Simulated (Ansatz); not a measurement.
# Y (P6_3/mmc): the Drude term of Re ε in the infrared

Re ε of Y (P6_3/mmc) along x at low photon energies is read from one computed spectrum; the carriers' damping was typed as γ = 0.05 eV. x, y and z are the Cartesian axes of the input cell.

Cell: a, b, c = 3.647, 3.647, 5.731 Å (primitive vectors), 2 atoms.

Method: Ansatz 0.2.0, r2SCAN, independent particles, k-mesh 15×15×7 with interpolation inside its cells, Gaussian parameter 0.1 eV.

Launch of the response step: `ansatz run input.yaml --threads 4 --pin off --max-ram 8192MiB --backend cpu --events-out ev --progress --plain --runs-dir out`. The run took 1.9 min, on 4 threads of Intel(R) Xeon(R) Processor @ 2.50GHz (Skylake/Cascade Lake), on a shared host.

```tsv
photon energy E (eV)	wavelength (µm)	Re ε
0.25	4.96	-132.3
0.30	4.13	-88.2
0.35	3.54	-60.6
0.40	3.10	-41.5
0.50	2.48	?
0.60	2.07	-8.4
0.70	1.77	-0.4
```

A Drude term over a constant background gives Re ε = ε_b − ωp²/(E² + γ²), linear in 1/(E² + γ²).

Working, on the rows shown:

| x = 1/(E² + γ²) (eV⁻²) | y = Re ε |
| --- | --- |
| 15.3846 | -132.3 |
| 10.8108 | -88.2 |
| 8 | -60.6 |
| 6.15385 | -41.5 |
| 2.75862 | -8.4 |
| 2.03046 | -0.4 |

Means: x̄ = 7.5231, ȳ = -55.233. Σ(x − x̄)(y − ȳ) = -1260, Σ(x − x̄)² = 127.6. Slope = -1260 / 127.6 = -9.875; intercept = ȳ − slope · x̄ = 19.059. The line misses the rows shown by at most 0.66.

Q: Fill in the last column of the withheld row.

A: At x = 3.9604 the line gives y = -20.051. The run gave -18.9, so the interpolation is off by 1.2, 0.9 % of the range in the table.

Refitted with all rows, the slope is -9.901 and the intercept 19.401. These give ωp = √(−slope) = 3.15 eV, against 3.20 eV from the program's Fermi-surface sum, and a background ε_b = 19.4 from interband transitions. The values come from a sum over the points of one k-mesh and carry its error, which is largest for Fermi-surface quantities. Spin-orbit coupling is left out.

[Logs are printed without paths, hosts, clocks, repeated set-up lines and the standing remarks that a program may print on its own settings, such as how far it seeks lower states.]
